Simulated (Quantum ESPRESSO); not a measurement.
# BAs (F-43m): from the cell to the phonon bands, part 3 of 3

Wanted: phonon bands, density of states and zone-centre response of BAs (F-43m).

Quantum ESPRESSO 7.5; DFT LDA, scalar-relativistic, plane waves, GBRV ultrasoft pseudopotentials.

So far, highest frequency (cm⁻¹): step 7 (interpolated phonon bands) 741. The relaxed cell has a = 4.748 Å (conventional setting).

**10. Sum rules set otherwise (asr crystal)**

The rule can be imposed in more than one way; the choices should agree where the raw error is small.

Contents of dynmat.in:

```
 &input
    fildyn='x.dyn1',
    asr='crystal',
    fileig='dynmat.eig',
    lperm=.true.,
 /
```

Run with:

```sh
$ dynmat.x -in dynmat.in > dynmat.out
```

What it wrote:

```text
[banner, memory and clock lines left out]
Program DYNMAT v.7.5

     Reading Dynamical Matrix from file x.dyn1
     ...Force constants read
     ...epsilon and Z* read
     Acoustic Sum Rule: || Z*(ASR) - Z*(orig)|| =    1.052210E-01
     Acoustic Sum Rule: ||dyn(ASR) - dyn(orig)||=    4.897813E-04
     A direction for q was not specified:TO-LO splitting will be absent

     Polarizability (A^3 units)
     multiply by 0.248217 for Clausius-Mossotti correction
        19.349626   -0.000000   -0.000000
        -0.000000   19.349626    0.000000
        -0.000000    0.000000   19.349626

     IR activities are in (D/A)^2/amu units

# mode   [cm-1]    [THz]      IR
    1     -0.00   -0.0000    0.0000
    2      0.00    0.0000    0.0000
    3      0.00    0.0000    0.0000
    4    702.06   21.0473    0.6746
    5    702.06   21.0473    0.6746
    6    702.06   21.0473    0.6746

Electronic dielectric permittivity tensor (relative, adimensional)
        10.086219   -0.000000   -0.000000
        -0.000000   10.086219    0.000000
        -0.000000    0.000000   10.086219

 ... with zone-center polar mode contributions
        10.195301    0.000000    0.000000
         0.000000   10.195301   -0.000000
         0.000000   -0.000000   10.195301
```

It took 0.49 s on 1 thread of Arm Neoverse N1, shared host.

This step gave:

```
highest optical zone-centre mode (no LO-TO term) : 702.1 cm⁻¹
lowest optical zone-centre mode                  : 702.1 cm⁻¹
```

Zone-centre frequencies as printed; negative means imaginary. Modes:

| mode | frequency (cm⁻¹) |
| --- | --- |
| 1 | 0 |
| 2 | 0 |
| 3 | 0 |
| 4 | 702.1 |
| 5 | 702.1 |
| 6 | 702.1 |

Against the first rule no mode moves by more than 0.2 cm⁻¹.

**11. Sum rules set otherwise (asr no)**

Without the rule the raw error of the acoustic modes shows.

Contents of dynmat.in:

```
 &input
    fildyn='x.dyn1',
    asr='no',
    fileig='dynmat.eig',
    lperm=.true.,
 /
```

Run with:

```sh
$ dynmat.x -in dynmat.in > dynmat.out
```

What it wrote:

```text
[banner, memory and clock lines left out]
Program DYNMAT v.7.5

     Reading Dynamical Matrix from file x.dyn1
     ...Force constants read
     ...epsilon and Z* read
     A direction for q was not specified:TO-LO splitting will be absent

     Polarizability (A^3 units)
     multiply by 0.248217 for Clausius-Mossotti correction
        19.349626   -0.000000   -0.000000
        -0.000000   19.349626    0.000000
        -0.000000    0.000000   19.349626

     IR activities are in (D/A)^2/amu units

# mode   [cm-1]    [THz]      IR
    1     -8.31   -0.2491    0.0020
    2     -8.31   -0.2491    0.0020
    3     -8.31   -0.2491    0.0020
    4    702.09   21.0481    0.7596
    5    702.09   21.0481    0.7596
    6    702.09   21.0481    0.7596

Electronic dielectric permittivity tensor (relative, adimensional)
        10.086219   -0.000000   -0.000000
        -0.000000   10.086219    0.000000
        -0.000000    0.000000   10.086219

 ... with zone-center polar mode contributions
        10.209033   -0.000000    0.000000
        -0.000000   10.209033   -0.000000
         0.000000   -0.000000   10.209033
```

Elapsed: 0.49 s, on 1 thread.

Read from the output:

- mean static dielectric constant: 10.21

Zone-centre frequencies as printed; negative means imaginary. Modes:

| mode | frequency (cm⁻¹) |
| --- | --- |
| 1 | -8.31 |
| 2 | -8.31 |
| 3 | -8.31 |
| 4 | 702.1 |
| 5 | 702.1 |
| 6 | 702.1 |

Against the first rule no mode moves by more than 8.4 cm⁻¹.

**12. The LO-TO splitting (1 0 0)**

A longitudinal polar mode sets up a macroscopic field that stiffens it; the term hangs on the direction from which q goes to zero.

Contents of dynmat.in:

```
 &input
    fildyn='x.dyn1',
    asr='simple',
    fileig='dynmat.eig',
    q(1)=1.0,
    q(2)=0.0,
    q(3)=0.0,
 /
```

Run with:

```sh
$ dynmat.x -in dynmat.in > dynmat.out
```

What it wrote:

```text
[banner, memory and clock lines left out]
Program DYNMAT v.7.5

     Reading Dynamical Matrix from file x.dyn1
     ...Force constants read
     ...epsilon and Z* read

     Polarizability (A^3 units)
     multiply by 0.248217 for Clausius-Mossotti correction
        19.349626   -0.000000   -0.000000
        -0.000000   19.349626    0.000000
        -0.000000    0.000000   19.349626

     IR activities are in (D/A)^2/amu units

# mode   [cm-1]    [THz]      IR
    1     -0.00   -0.0000    0.0000
    2      0.00    0.0000    0.0000
    3      0.00    0.0000    0.0000
    4    702.17   21.0506    0.6746
    5    702.17   21.0506    0.6746
    6    705.96   21.1641    0.6746
```

The job ended after 0.49 s (1 thread).

This step gave:

```
highest mode moved by the LO-TO term : 706.0 cm⁻¹
```

Zone-centre frequencies as printed; negative means imaginary. Modes:

| mode | frequency (cm⁻¹) |
| --- | --- |
| 1 | 0 |
| 2 | 0 |
| 3 | 0 |
| 4 | 702.2 |
| 5 | 702.2 |
| 6 | 706 |

The field moves one mode, from 702 to 706 cm⁻¹; the others stay.

**13. The dispersion under another sum rule (asr no)**

The sum rule corrects the force constants themselves, so it can shift branches at any wavevector, low ones most.

Contents of matdyn.in:

```
 &input
    asr='no',
    flfrc='x.fc',
    flfrq='x.freq',
    flvec='x.modes',
    q_in_band_form=.true.,
    q_in_cryst_coord=.true.,
 /
8
  0.0000000   0.0000000   0.0000000   8  ! GAMMA
 -0.0000000   0.5000000   0.5000000   8  ! X
 -0.0000000   0.6250000   0.3750000   1  ! U
 -0.3750000   0.3750000  -0.0000000   8  ! K
  0.0000000   0.0000000   0.0000000   8  ! GAMMA
 -0.0000000   0.5000000  -0.0000000   8  ! L
 -0.2500000   0.5000000   0.2500000   8  ! W
 -0.0000000   0.5000000   0.5000000   1  ! X
```

Run with:

```sh
$ matdyn.x -in matdyn.in > matdyn.out
```

What it wrote:

```text
[banner, memory and clock lines left out]
Program MATDYN v.7.5

 mass for atomic type   1 not given; uses mass from file x.fc
 mass for atomic type   2 not given; uses mass from file x.fc
```

The job ended after 0.5 s (1 thread).

Numbers from this step:

```
lowest frequency on the path : -8.31 cm⁻¹
```

Matdyn.x, sum rule no. Phonon branches along the path, in cm⁻¹:

| point | branch 1 | branch 2 | branch 3 | branch 4 | branch 5 | branch 6 |
| --- | --- | --- | --- | --- | --- | --- |
| Γ | -8 | -8 | -8 | 702 | 702 | 706 |
| halfway | 150 | 150 | 231 | 663 | 663 | 723 |
| X | 191 | 191 | 322 | 640 | 640 | 741 |
| halfway | 191 | 210 | 313 | 637 | 642 | 735 |
| U | 190 | 245 | 289 | 630 | 645 | 725 |
| jump to K | 190 | 245 | 289 | 630 | 645 | 725 |
| halfway | 133 | 178 | 229 | 674 | 676 | 706 |
| Γ | -8 | -8 | -8 | 702 | 702 | 706 |
| halfway | 111 | 111 | 223 | 685 | 685 | 709 |
| L | 138 | 138 | 313 | 678 | 678 | 712 |
| halfway | 178 | 214 | 290 | 645 | 659 | 714 |
| W | 224 | 256 | 267 | 631 | 641 | 716 |
| halfway | 208 | 214 | 304 | 636 | 641 | 729 |
| X | 191 | 191 | 322 | 640 | 640 | 741 |

The phonon branches as a text plot (rows in cm⁻¹):

```
    725 |  *******************               ********************
    694 |****                 ******************
    663 |    *****         ******               ********
    632 |         ************                        ***********
    601 |
    569 |
    538 |
    507 |
    476 |
    444 |
    413 |
    382 |
    351 |
    320 |          ******                       *****        ****
    288 |         *      **                    *     ***   **
    257 |       **        ******             **         ****
    226 |     **       ***  *****           *         ** *****
    195 |    *    **********     **                  * **    ****
    163 |     ****          *****          *        ***
    132 |  ***                  *****    **  *******
    101 |                        ****      **
     70 | ***                      ***  ***
     39 | *                          *  *
      7 |*                            **
         Γ           X  U|K            Γ         L        W     X
```

At the labelled points the branches move by no more than 8.4 cm⁻¹.

**14. Summary of results**

```
space group after relaxation                                                            : F-43m
volume per atom                                                                         : 13.4 Å³
gap on the k-mesh                                                                       : 1.12 eV
highest optical zone-centre mode (no LO-TO term)                                        : 702.2 cm⁻¹
highest mode moved by the LO-TO term (probably not converged in the k mesh)             : 706.0 cm⁻¹
mean high-frequency dielectric constant (probably not converged in the k mesh)          : 10.1
largest Born charge in size (third of the trace) (probably not converged in the k mesh) : 0.569 e
mean static dielectric constant (probably not converged in the k mesh)                  : 10.2
q mesh                                                                                  : 4×4×4
lowest mode on the q mesh (acoustic ones at the zone centre apart)                      : 111.1 cm⁻¹
zero-point energy per atom                                                              : 82.4 meV
heat capacity at 300 K                                                                  : 17.0 J/(mol atoms K)
vibrational entropy at 300 K                                                            : 15.7 J/(mol atoms K)
imaginary modes on the q mesh                                                           : none
```

In words: BAs (F-43m) is dynamically stable on the 4×4×4 mesh; its spectrum reaches 741 cm⁻¹. At the LDA level the optical modes of BAs (F-43m) at the zone centre (no LO-TO term) lie at 702 cm⁻¹. Along the directions run, the highest mode that the macroscopic field moves lies at 706 cm⁻¹. Lattice motion raises the mean dielectric constant from 10.09 to 10.20. The Born charges miss their sum rule by 0.086 e, a sign that the k mesh or the cutoff is short for the field response. ε∞, the Born charges and what follows from them are probably not converged in the k mesh. The Lyddane-Sachs-Teller relation holds: (ωLO/ωTO)² is 1.01 and ε₀/ε∞ is 1.01. These are harmonic frequencies at zero temperature: anharmonic shifts and linewidths and thermal expansion are left out.

Calculation against experiment:

| quantity | measured | LDA GBRV ultrasoft, Quantum ESPRESSO |
| --- | --- | --- |
| lattice constant a (Å) | 4.7741 | 4.748 (-0.5 %) |
| band gap (gap on the k-mesh) (eV) | 1.82 | 1.12 (-0.70 eV) |

Measured values from arxiv:1906.04101 (2019) and arxiv:1911.11281 (2019).

How well it matches: The lattice constant a is off by -0.5 %: good agreement. The band gap is off by -0.70 eV. Local and semilocal functionals usually give gaps below the measured ones. The computed gap is read on a k-mesh, which can miss the band edges. An optical gap can lie under the band gap by the exciton's binding. Zero-point and thermal motion shift the measured gap. The grades are ours: good and fair within 0.7 and 1.5 % for the lattice constant a. For lattice constants the calculation has a static lattice, without zero-point motion or thermal expansion (measured at up to 100 K). Limits of convergence are named above.

[Host names and launcher messages were left out of these logs when they were recorded.]

[Logs are printed without paths, hosts, clocks, repeated set-up lines and the standing remarks that a program may print on its own settings, such as how far it seeks lower states.]

[Hosts, paths, dates, database ids (printed as entryN), source tags and the programs' standing remarks are cut or masked in the printed files.]
